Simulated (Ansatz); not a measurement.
# Sr on Ta(110): change of the work function, part 3 of 5

Aim: the work function of Ta(110) at several coverages of Sr (shortbridge site), and the dipole that each adsorbate carries.

Ansatz 0.2.0; plane-wave DFT, PBEsol, Ansatz PAW.

So far, work function, upper face (eV): step 2 (the clean slab) 4.82; step 3 (17 atoms, coverage 0.25 ML, cell 2x2) 2.04.

### Step 4. The covered slab, coverage 0.5 ML

System of this step: Sr/Ta(110). The cell holds 18 atoms: 16 Ta and 2 Sr. Its edges and angles: a = 5.733 Å, b = 5.733 Å, c = 28.382 Å, α = 90.0°, β = 90.0°, γ = 70.5°. Vacuum lies along c.

Another coverage, to see how the dipoles act on each other as their distance changes.

Contents of input.yaml:

```yaml
crystal:
  lattice:
    - [4.6810468914, -3.31, 0.0]
    - [4.6810468914, 3.31, 0.0]
    - [0.0, 0.0, 28.3823835106]
  atoms:
    - { symbol: Ta, position: [0.0, 0.0, 0.3170981041] }
    - { symbol: Ta, position: [0.25, 0.25, 0.3995620538] }
    - { symbol: Ta, position: [0.0, 0.0, 0.480310962] }
    - { symbol: Ta, position: [0.25, 0.25, 0.5576691452] }
    - { symbol: Ta, position: [0.0, 0.5, 0.3170981041] }
    - { symbol: Ta, position: [0.25, 0.75, 0.3995620538] }
    - { symbol: Ta, position: [0.0, 0.5, 0.480310962] }
    - { symbol: Ta, position: [0.25, 0.75, 0.5576691452] }
    - { symbol: Ta, position: [0.5, 0.0, 0.3170981041] }
    - { symbol: Ta, position: [0.75, 0.25, 0.3995620538] }
    - { symbol: Ta, position: [0.5, 0.0, 0.480310962] }
    - { symbol: Ta, position: [0.75, 0.25, 0.5576691452] }
    - { symbol: Ta, position: [0.5, 0.5, 0.3170981041] }
    - { symbol: Ta, position: [0.75, 0.75, 0.3995620538] }
    - { symbol: Ta, position: [0.5, 0.5, 0.480310962] }
    - { symbol: Ta, position: [0.75, 0.75, 0.5576691452] }
    - { symbol: Sr, position: [0.0, 0.25, 0.6829018959] }
    - { symbol: Sr, position: [0.5, 0.75, 0.6829018959] }
kpoints:
  mp_grid: { grid: [6, 6, 1] }
hamiltonian:
  xc: pbesol
scf:
  occupations: { method: fermi_dirac, width: 0.1 }
  convergence: { dr2_threshold: 1.0e-08 }
efield:
  axis: 3
  dipole_correction: true
  ramp_position: 0.97
  ramp_width: 0.06
relax:
  f_tol: 0.02
  max_steps: 60
  constraints: [{ sites: [0, 1, 4, 5, 8, 9, 12, 13] }]
output:
  bader: true
  dos: { projected: true, e_range: [-8, 4] }
  write_potential: true
  write_density: true
  volumetric_format: npy
```

On the command line:

```
ansatz run input.yaml --threads 4 --pin off --max-ram 6144MiB --backend cpu --events-out ev --progress --plain --runs-dir out
```

Numbers of over 12 decimals in the logs are rounded to 6 here.

What it wrote:

```text
[...]
Crystal: 18 atoms, lattice volume = 879.528 Å³
Basis set: ecut = 420 eV, 17279 PW (Γ), exchange–correlation on 80×80×384 points (8 copies of the dense FFT grid, shifted against one another)
Bands: 137, of which v1, the nominal top of the filled ones, is band 114 counted from 1 (113 counted from 0)
Symmetry: 4 space group operations
[...]
k-points: 20 of 36
[...]
SCF iter   1: F=—  HF=-163878.869619 eV  |F-HF|=—  |Δ(HF+E_count)|=         —  Δρ=5.68e-3  dr2=8.48e0  ethr=1.77e-3  p=0.351 e·Å  D=7.23e-2 V/Å  ΔV_dip=-2.05 eV  dr2_dipole=6.97e-2  V_vac-E_F(+/−)=3.12/5.17 eV  ⟨swp⟩=18.4  Hψ=18743  notcnv=0
[...]
SCF iter  10: F=-163878.648181 eV  HF=-163878.648181 eV  |F-HF|=0.00e0  |Δ(HF+E_count)|=   1.30e-8  Δρ=2.65e-7  dr2=1.34e-9  ethr=4.39e-12  p=0.315 e·Å  D=6.49e-2 V/Å  ΔV_dip=-1.84 eV  dr2_dipole=3.22e-11  V_vac-E_F(+/−)=3.07/4.91 eV  ⟨swp⟩=14.3  Hψ=22829  notcnv=0
SCF 1 converged in 10 iterations: F = -163878.648181 eV  dr2 = 1.34e-9
[...]
relax step   1: F+E_penalty+E_count = -163878.64818111 eV  Δ(F+E_penalty+E_count) = +0.000e0 eV  max|allowed force component| = 7.883e-1 eV/Å  Δτ_max = 0.0000 Å  (10 SCF iters, accepted)
[...]
SCF iter  10: F=-163879.012757 eV  HF=-163879.012757 eV  |F-HF|=1.86e-9  |Δ(HF+E_count)|=   4.43e-8  Δρ=4.95e-7  dr2=4.63e-9  ethr=4.39e-12  p=0.309 e·Å  D=6.35e-2 V/Å  ΔV_dip=-1.80 eV  dr2_dipole=1.41e-10  V_vac-E_F(+/−)=3.10/4.90 eV  ⟨swp⟩=14.2  Hψ=23346  notcnv=0
SCF 2 converged in 10 iterations: F = -163879.012757 eV  dr2 = 4.63e-9
relax step   2: F+E_penalty+E_count = -163879.01275745 eV  Δ(F+E_penalty+E_count) = -3.646e-1 eV  max|allowed force component| = 5.820e-1 eV/Å  Δτ_max = 0.1949 Å  (10 SCF iters, accepted)
[...]
SCF iter   1: F=—  HF=-163879.273874 eV  |F-HF|=—  |Δ(HF+E_count)|=         —  Δρ=3.83e-3  dr2=2.42e0  ethr=7.48e-4  p=0.309 e·Å  D=6.35e-2 V/Å  ΔV_dip=-1.80 eV  dr2_dipole=3.75e-1  V_vac-E_F(+/−)=3.12/4.93 eV  ⟨swp⟩=1.4  Hψ=10440  notcnv=0
[...]
eigensolver tolerance schedule calibrated: the retry pair's looser diagonalisation under-reported the residual by θ = 0.30 (0.48/decade); ethr = c·dr2/N_el runs at the constant in force after the calibration composes with the one it found (an armed cap, an earlier calibration), c = 4.4e-3
[...]
SCF iter   2: F=—  HF=-163879.204192 eV  |F-HF|=—  |Δ(HF+E_count)|=   6.97e-2  Δρ=1.45e-3  dr2=9.26e-2  ethr=4.64e-5  p=0.327 e·Å  D=6.73e-2 V/Å  ΔV_dip=-1.91 eV  dr2_dipole=1.29e-2  V_vac-E_F(+/−)=2.99/4.90 eV  ⟨swp⟩=3.4  Hψ=6300  notcnv=0
[...]
SCF iter  10: F=-163879.199206 eV  HF=-163879.199206 eV  |F-HF|=2.15e-9  |Δ(HF+E_count)|=   2.38e-8  Δρ=3.74e-7  dr2=2.76e-9  ethr=1.00e-12  p=0.313 e·Å  D=6.45e-2 V/Å  ΔV_dip=-1.83 eV  dr2_dipole=5.47e-10  V_vac-E_F(+/−)=3.07/4.90 eV  ⟨swp⟩=13.3  Hψ=20977  notcnv=0
SCF 3 converged in 10 iterations: F = -163879.199206 eV  dr2 = 2.76e-9
relax step   3: F+E_penalty+E_count = -163879.19920577 eV  Δ(F+E_penalty+E_count) = -1.864e-1 eV  max|allowed force component| = 2.748e-1 eV/Å  Δτ_max = 0.1966 Å  (10 SCF iters, accepted)
[...]
relax step   4: F+E_penalty+E_count = -163879.25780650 eV  Δ(F+E_penalty+E_count) = -5.860e-2 eV  max|allowed force component| = 1.177e-1 eV/Å  Δτ_max = 0.1949 Å  (10 SCF iters, accepted)
[...]
relax step   5: F+E_penalty+E_count = -163879.26136810 eV  Δ(F+E_penalty+E_count) = -3.562e-3 eV  max|allowed force component| = 4.575e-2 eV/Å  Δτ_max = 0.0118 Å  (7 SCF iters, accepted)
SCF iter   1: F=—  HF=-163879.261929 eV  |F-HF|=—  |Δ(HF+E_count)|=         —  Δρ=1.54e-4  dr2=1.01e-3  ethr=4.59e-6  p=0.321 e·Å  D=6.61e-2 V/Å  ΔV_dip=-1.88 eV  dr2_dipole=1.94e-4  V_vac-E_F(+/−)=3.03/4.90 eV  ⟨swp⟩=2.3  Hψ=4343  notcnv=0
[...]
SCF iter   7: F=-163879.261887 eV  HF=-163879.261887 eV  |F-HF|=2.04e-10  |Δ(HF+E_count)|=  6.69e-10  Δρ=2.37e-7  dr2=2.70e-9  ethr=4.39e-12  p=0.321 e·Å  D=6.61e-2 V/Å  ΔV_dip=-1.88 eV  dr2_dipole=3.54e-11  V_vac-E_F(+/−)=3.02/4.90 eV  ⟨swp⟩=12.2  Hψ=20719  notcnv=0
SCF 6 converged in 7 iterations: F = -163879.261887 eV  dr2 = 2.70e-9
relax step   6: F+E_penalty+E_count = -163879.26188679 eV  Δ(F+E_penalty+E_count) = -5.187e-4 eV  max|allowed force component| = 2.763e-3 eV/Å  Δτ_max = 0.0036 Å  (7 SCF iters, accepted)
[...]
SCF converged after 7 iterations
Free energy (F): -163879.261887 eV
[...]
Internal energy: -163878.484847 eV  (E = F + TS)
E sigma→0 (E₀):  -163878.873367 eV
Entropy (-TS):   -0.777040 eV (-43.169 meV/atom)
Fermi energy:    4.615649 eV
Dipole field:    D = 0.066097 V/Å  (p = 0.321268 e·Å, saw-weighted, corrected)
Work function:   Φ+ = 3.0247 eV   Φ− = 4.9006 eV
[...]
--- Forces (eV/Å), atoms counted from 1 ---
  atom   1  Ta    -0.00230939     0.01390000     0.71246203
  atom   2  Ta     0.01375486     0.01829689    -0.71248007
  atom   3  Ta    -0.00276259     0.00044024    -0.00065286
  atom   4  Ta    -0.00065448     0.00001426     0.00099495
  atom   5  Ta     0.00230939    -0.01390000     0.71246203
  atom   6  Ta    -0.01375486    -0.01829689    -0.71248007
  atom   7  Ta     0.00276259    -0.00044024    -0.00065286
  atom   8  Ta     0.00065448    -0.00001426     0.00099495
  atom   9  Ta     0.00230939    -0.01390000     0.71246203
  atom  10  Ta    -0.01375486    -0.01829689    -0.71248007
  atom  11  Ta     0.00276259    -0.00044024    -0.00065286
  atom  12  Ta     0.00065448    -0.00001426     0.00099495
  atom  13  Ta    -0.00230939     0.01390000     0.71246203
  atom  14  Ta     0.01375486     0.01829689    -0.71248007
  atom  15  Ta    -0.00276259     0.00044024    -0.00065286
  atom  16  Ta    -0.00065448     0.00001426     0.00099495
  atom  17  Sr    -0.00000000     0.00000000    -0.00065694
  atom  18  Sr    -0.00000000     0.00000000    -0.00065694
  max |Σ_I F_I| component: 1.77e-5 eV/Å
--- Band table (eV; the first three rows and the last of 20) ---
  k-point 0: bands = [... 110 lower, 4.6605, 4.9099, 4.9861, 5.0898, 5.1987, 5.2283, 5.2697, 5.4293, ... 19 higher]
  k-point 1: bands = [... 110 lower, 4.4833, 4.7566, 4.7679, 4.9908, 5.0202, 5.0844, 5.1892, 5.3009, ... 19 higher]
  k-point 2: bands = [... 110 lower, 4.3421, 4.3632, 4.4127, 4.4559, 4.5742, 4.6237, 4.6706, 4.8048, ... 19 higher]
  k-point 19: bands = [... 110 lower, 4.5884, 4.6737, 4.6972, 4.7411, 4.7561, 4.7992, 4.9012, 4.9856, ... 19 higher]
--- Relaxed structure (6 steps of the walk, 6 accepted, 0 SCFs on fresh bases) ---
  F+E_penalty+E_count = -163879.26188679 eV   max|allowed force component| = 2.763e-3 eV/Å
  atoms:
    - { symbol: Ta, position: [0.0, 0.0, 0.3170981041] }
    - { symbol: Ta, position: [0.25, 0.25, 0.399562] }
    - { symbol: Ta, position: [0.000108492, 0.00047966, 0.480289] }
    - { symbol: Ta, position: [0.249586, 0.245530, 0.558370] }
    - { symbol: Ta, position: [-5.551115123125783e-17, 0.5, 0.3170981041] }
    - { symbol: Ta, position: [0.25, 0.75, 0.399562] }
    - { symbol: Ta, position: [-0.000108492, 0.499520, 0.480289] }
    - { symbol: Ta, position: [0.250414, 0.754470, 0.558370] }
    - { symbol: Ta, position: [0.5, -5.551115123125783e-17, 0.3170981041] }
    - { symbol: Ta, position: [0.75, 0.25, 0.399562] }
    - { symbol: Ta, position: [0.499892, -0.00047966, 0.480289] }
    - { symbol: Ta, position: [0.750414, 0.254470, 0.558370] }
    - { symbol: Ta, position: [0.5, 0.5, 0.3170981041] }
    - { symbol: Ta, position: [0.75, 0.75, 0.399562] }
    - { symbol: Ta, position: [0.500108, 0.500480, 0.480289] }
    - { symbol: Ta, position: [0.749586, 0.745530, 0.558370] }
    - { symbol: Sr, position: [-2.7755575615628914e-17, 0.25, 0.662342] }
    - { symbol: Sr, position: [0.5, 0.75, 0.662342] }
--- Bader charges: 18 sites ---
  site symbol  charge [e]  shift [e]
     0     Ta     -0.0975     0.0000
     1     Ta      0.1000     0.0000
     2     Ta      0.0743     0.0000
     3     Ta     -0.3612     0.0000
     4     Ta     -0.0975     0.0000
     5     Ta      0.1000     0.0000
     6     Ta      0.0744     0.0000
     7     Ta     -0.3612     0.0000
     8     Ta     -0.0975     0.0000
     9     Ta      0.1000     0.0000
    10     Ta      0.0743     0.0000
    11     Ta     -0.3612     0.0000
    12     Ta     -0.0975     0.0000
    13     Ta      0.1000     0.0000
    14     Ta      0.0743     0.0000
    15     Ta     -0.3612     0.0000
    16     Sr      0.5688     0.0000
    17     Sr      0.5688     0.0000
  estimated error of the sums over rays = 7.2e-4 e
```

Wall time 9.4 min (4 threads of Arm Neoverse V1, shared host); peak memory 3.9 GiB.

The steps of the relaxation:

| step | energy less that of the first step (eV) | largest force component (eV/Å) |
| --- | --- | --- |
| 1 | 0.0000 | 0.7883 |
| 2 | -0.3646 | 0.5820 |
| 3 | -0.5510 | 0.2748 |
| 4 | -0.6096 | 0.1177 |
| 5 | -0.6132 | 0.0457 |
| 6 | -0.6137 | 0.0028 |

The run keeps the 4 symmetry operations that it works with, so distortions that break them were not tested.

The atoms that moved most (Å):

| atom | dx | dy | dz | length |
| --- | --- | --- | --- | --- |
| Sr18 | 0.000 | 0.000 | -0.584 | 0.584 |
| Sr17 | 0.000 | 0.000 | -0.584 | 0.584 |
| Ta4 | -0.023 | -0.013 | 0.020 | 0.033 |
| Ta8 | 0.023 | 0.013 | 0.020 | 0.033 |
| Ta12 | 0.023 | 0.013 | 0.020 | 0.033 |
| Ta16 | -0.023 | -0.013 | 0.020 | 0.033 |

The relaxed structure:

```
Ta Sr
1.0
     4.68105   -3.31000    0.00000
     4.68105    3.31000    0.00000
     0.00000    0.00000   28.38238
Ta Sr
16 2
Direct
  0.00000 0.00000 0.31710
  0.25000 0.25000 0.39956
  0.00011 0.00048 0.48029
  0.24959 0.24553 0.55837
  0.00000 0.50000 0.31710
  0.25000 0.75000 0.39956
  0.99989 0.49952 0.48029
  0.25041 0.75447 0.55837
  0.50000 0.00000 0.31710
  0.75000 0.25000 0.39956
  0.49989 0.99952 0.48029
  0.75041 0.25447 0.55837
  0.50000 0.50000 0.31710
  0.75000 0.75000 0.39956
  0.50011 0.50048 0.48029
  0.74959 0.74553 0.55837
  0.00000 0.25000 0.66234
  0.50000 0.75000 0.66234
```

This step gave:

| Quantity | Value |
| --- | --- |
| energy at zero smearing | -163878.8734 eV |
| work function, upper face | 3.025 eV |
| work function, lower face | 4.901 eV |
| dipole along the normal | 0.3213 e·Å |
| step between the vacuum levels | -1.876 eV |

Running mean over 2.341 Å of the planar mean; the ramp of the sawtooth is left out. Electron's electrostatic potential energy less the Fermi level against z:

| z (Å) | electron's electrostatic potential energy less the Fermi level (eV) |
| --- | --- |
| 3.5 | 4.90 |
| 4.0 | 4.90 |
| 4.5 | 4.90 |
| 5.0 | 4.88 |
| 5.5 | 4.84 |
| 6.0 | 4.71 |
| 6.5 | 4.31 |
| 7.0 | 3.06 |
| 7.5 | -0.141 |
| 8.0 | -5.10 |
| 8.5 | -8.79 |
| 9.0 | -10.0 |
| 9.5 | -10.0 |
| 10.0 | -9.92 |
| 10.5 | -9.88 |
| 11.0 | -9.87 |
| 11.5 | -9.95 |
| 12.0 | -10.2 |
| 12.5 | -10.3 |
| 13.0 | -10.2 |
| 13.5 | -10.0 |
| 14.0 | -10.4 |
| 14.5 | -11.0 |
| 15.0 | -11.0 |
| 15.5 | -10.5 |
| 16.0 | -9.86 |
| 16.5 | -8.22 |
| 17.0 | -4.99 |
| 17.5 | -3.44 |
| 18.0 | -4.90 |
| 18.5 | -6.23 |
| 19.0 | -6.58 |
| 19.5 | -5.62 |
| 20.0 | -2.50 |
| 20.5 | 0.588 |
| 21.0 | 1.95 |
| 21.5 | 2.53 |
| 22.0 | 2.81 |
| 22.5 | 2.93 |
| 23.0 | 2.99 |
| 23.5 | 3.01 |
| 24.0 | 3.02 |
| 24.5 | 3.02 |
| 25.0 | 3.02 |

The density of states has structure finer than the step of the table below, so its rows give means over 0.25 eV, whole bins alone (the curve runs from -8 to 1.62 eV). Peaks (eV: height): -1.620: 41.4, -1.500: 28.0, -1.260: 42.5, -1.080: 46.3, -0.990: 29.5, -0.390: 34.0, -0.300: 36.7.

The density of states by energy, zero at the Fermi level; means over each step:

| energy (eV) | density of states (states/eV a cell) |
| --- | --- |
| -7.75 | 0 |
| -7.50 | 0.394 |
| -7.25 | 0.871 |
| -7.00 | 0.881 |
| -6.75 | 0.938 |
| -6.50 | 0.953 |
| -6.25 | 1.82 |
| -6.00 | 2.32 |
| -5.75 | 2.45 |
| -5.50 | 2.26 |
| -5.25 | 1.48 |
| -5.00 | 3.98 |
| -4.75 | 4.17 |
| -4.50 | 5.68 |
| -4.25 | 7.41 |
| -4.00 | 10.8 |
| -3.75 | 10.3 |
| -3.50 | 11.7 |
| -3.25 | 14.6 |
| -3.00 | 19.3 |
| -2.75 | 14.3 |
| -2.50 | 12.1 |
| -2.25 | 10.9 |
| -2.00 | 9.53 |
| -1.75 | 16.0 |
| -1.50 | 27.1 |
| -1.25 | 28.9 |
| -1.00 | 24.9 |
| -0.75 | 23.7 |
| -0.50 | 25.9 |
| -0.25 | 30.1 |
| 0.00 | 23.0 |
| 0.25 | 19.8 |
| 0.50 | 18.7 |
| 0.75 | 16.2 |
| 1.00 | 15.9 |
| 1.25 | 13.4 |

Projected DOS per atom over height of the atomic layer and energy from the Fermi level. Layers: Ta4 Ta4 Ta4 Ta4 Sr2 from below.

Ten even steps from '0' (0.00 states/eV) to '9' (2.07 states/eV), each cell a mean:
```
32131
32241
42341
74362
96672
86560
88770
45671
21242
33330
45540
23430
23420
12210
11110
00000
00000
00000
00000
00000
00000
00000
```
Columns: height of the atomic layer (Å) from 9 to 18.8 (not evenly spaced); rows upwards: energy from the Fermi level (eV) from -7.96 to 1.54.

The relaxation took 6 steps and lowered the energy by 0.61 eV; the largest force on the free atoms ends at 0.0028 eV/Å.

The covered face has 3.02 eV, -1.80 eV against the clean one; the bare back face has moved by -0.02 eV, a measure of how thin the slab is.

### Step 5. Work function against coverage

This step: plane-wave DFT, PBEsol, Ansatz PAW; work function against coverage (Ansatz 0.2.0).

The runs are now put side by side.

This step gave:

| Item | Value |
| --- | --- |
| work function of the clean face | 4.823 eV |
| largest change of the work function | -2.784 eV |

Work function of the covered face against coverage:

| coverage (adsorbates/nm²) | work function of the covered face (eV) |
| --- | --- |
| 0.00 | 4.82 |
| 3.23 | 2.04 |
| 6.45 | 3.02 |

The dipole per adsorbate comes from the change of the cell's dipole. Coverage, by row:

| coverage (1/nm²) | coverage (ML) | work function (eV) | change (eV) | dipole per adsorbate, positive end outwards (debye) | mean height of the added atoms over the highest substrate atom (Å) |
| --- | --- | --- | --- | --- | --- |
| 3.227 | 0.25 | 2.039 | -2.784 | 2.257 | 2.708 |
| 6.454 | 0.5 | 3.025 | -1.798 | 0.732 | 2.951 |

### Step 6. The slab at 0.25 ML, atoms frozen

This step: plane-wave DFT, PBEsol, Ansatz PAW (Ansatz 0.2.0).

System of this step: Sr/Ta(110). The cell holds 17 atoms: 16 Ta and 1 Sr. Its edges and angles: a = 5.733 Å, b = 5.733 Å, c = 28.382 Å, α = 90.0°, β = 90.0°, γ = 70.5°. Vacuum lies along c.

To see where the charge goes, the covered slab, the bare substrate and the adsorbate layer are each run at the same frozen positions and on the same grid.

Contents of input.yaml:

```yaml
crystal:
  lattice:
    - [4.6810468914, -3.31, 0.0]
    - [4.6810468914, 3.31, 0.0]
    - [0.0, 0.0, 28.3823835106]
  atoms:
    - { symbol: Ta, position: [0.0, 0.0, 0.3170981041] }
    - { symbol: Ta, position: [0.25, 0.25, 0.3995620538] }
    - { symbol: Ta, position: [0.0020763737, -0.0019945412, 0.4802083964] }
    - { symbol: Ta, position: [0.2497348807, 0.252362961, 0.5566130306] }
    - { symbol: Ta, position: [0.0, 0.5, 0.3170981041] }
    - { symbol: Ta, position: [0.25, 0.75, 0.3995620538] }
    - { symbol: Ta, position: [-0.0020763737, 0.5019945412, 0.4802083964] }
    - { symbol: Ta, position: [0.2473185125, 0.7541544551, 0.5610136775] }
    - { symbol: Ta, position: [0.5, 0.0, 0.3170981041] }
    - { symbol: Ta, position: [0.75, 0.25, 0.3995620538] }
    - { symbol: Ta, position: [0.5024049344, -0.0021099807, 0.4803025832] }
    - { symbol: Ta, position: [0.7502651193, 0.247637039, 0.5566130306] }
    - { symbol: Ta, position: [0.5, 0.5, 0.3170981041] }
    - { symbol: Ta, position: [0.75, 0.75, 0.3995620538] }
    - { symbol: Ta, position: [0.4975950656, 0.5021099807, 0.4803025832] }
    - { symbol: Ta, position: [0.7526814875, 0.7458455449, 0.5610136775] }
    - { symbol: Sr, position: [0.0, 0.25, 0.656433879] }
kpoints:
  mp_grid: { grid: [6, 6, 1] }
hamiltonian:
  xc: pbesol
scf:
  occupations: { method: fermi_dirac, width: 0.1 }
  convergence: { dr2_threshold: 1.0e-08 }
efield:
  axis: 3
  dipole_correction: true
  ramp_position: 0.97
  ramp_width: 0.06
output:
  write_potential: true
  write_density: true
  volumetric_format: npy
```

What it wrote:

```text
[...]
Crystal: 17 atoms, lattice volume = 879.528 Å³
Basis set: ecut = 420 eV, 17279 PW (Γ)
Bands: 131, of which v1, the nominal top of the filled ones, is band 109 counted from 1 (108 counted from 0)
Symmetry: 2 space group operations
[...]
k-points: 20 of 36
[...]
SCF iter   1: F=—  HF=-160387.350619 eV  |F-HF|=—  |Δ(HF+E_count)|=         —  Δρ=4.59e-3  dr2=3.46e0  ethr=1.77e-3  p=0.513 e·Å  D=1.06e-1 V/Å  ΔV_dip=-2.99 eV  dr2_dipole=1.10e-1  V_vac-E_F(+/−)=2.14/5.13 eV  ⟨swp⟩=15.3  Hψ=16016  notcnv=0
[...]
SCF iter  10: F=-160387.238921 eV  HF=-160387.238921 eV  |F-HF|=3.49e-10  |Δ(HF+E_count)|=   7.31e-9  Δρ=3.27e-7  dr2=2.84e-9  ethr=4.59e-12  p=0.486 e·Å  D=1.00e-1 V/Å  ΔV_dip=-2.84 eV  dr2_dipole=3.86e-11  V_vac-E_F(+/−)=2.04/4.88 eV  ⟨swp⟩=14.2  Hψ=8994  notcnv=0
SCF 1 converged in 10 iterations: F = -160387.238921 eV  dr2 = 2.84e-9
[...]
SCF converged after 10 iterations
Free energy (F): -160387.238921 eV
[...]
Internal energy: -160386.514453 eV  (E = F + TS)
E sigma→0 (E₀):  -160386.876687 eV
Entropy (-TS):   -0.724468 eV (-42.616 meV/atom)
Fermi energy:    4.430547 eV
Dipole field:    D = 0.099997 V/Å  (p = 0.486042 e·Å, saw-weighted, corrected)
Work function:   Φ+ = 2.0408 eV   Φ− = 4.8789 eV
[...]
--- Band table (eV; the first three rows and the last of 20) ---
  k-point 0: bands = [... 105 lower, 4.5291, 4.6167, 4.8318, 4.9022, 5.0731, 5.2682, 5.3343, 5.3630, ... 18 higher]
  k-point 1: bands = [... 105 lower, 4.3346, 4.4832, 4.6762, 4.8256, 4.8689, 4.9729, 5.1254, 5.1626, ... 18 higher]
  k-point 2: bands = [... 105 lower, 4.1319, 4.2018, 4.2084, 4.2463, 4.3832, 4.4400, 4.4739, 4.5692, ... 18 higher]
  k-point 19: bands = [... 105 lower, 4.2949, 4.4968, 4.4989, 4.5354, 4.5666, 4.5822, 4.6206, 4.7916, ... 18 higher]
```

Elapsed: 2.1 min, on 4 threads; peak memory 3.7 GiB; 8.1 min of CPU time.

Numbers from this step:

- energy at zero smearing: -160386.8767 eV
- work function, upper face: 2.041 eV
- work function, lower face: 4.879 eV
- dipole along the normal: 0.4860 e·Å
- step between the vacuum levels: -2.838 eV

The work function of the upper face is 2.04 eV.

[end of part 3 of 5]

[Logs are printed without paths, hosts, clocks, repeated set-up lines and the standing remarks that a program may print on its own settings, such as how far it seeks lower states.]

[Hosts, paths, dates, database ids (printed as entryN), source tags and the programs' standing remarks are cut or masked in the printed files.]

[Maps of the electrostatic potential energy from Ansatz leave out the sawtooth potential of an applied field or a dipole correction, so their vacuum need not be flat; planar profiles and work functions include it.]

[The density of states shown here was stored with 400 of the rows of the run's finer table, so its peaks can read low, often by over a quarter, or be missed, and its means over a window can be off by a tenth or more.]
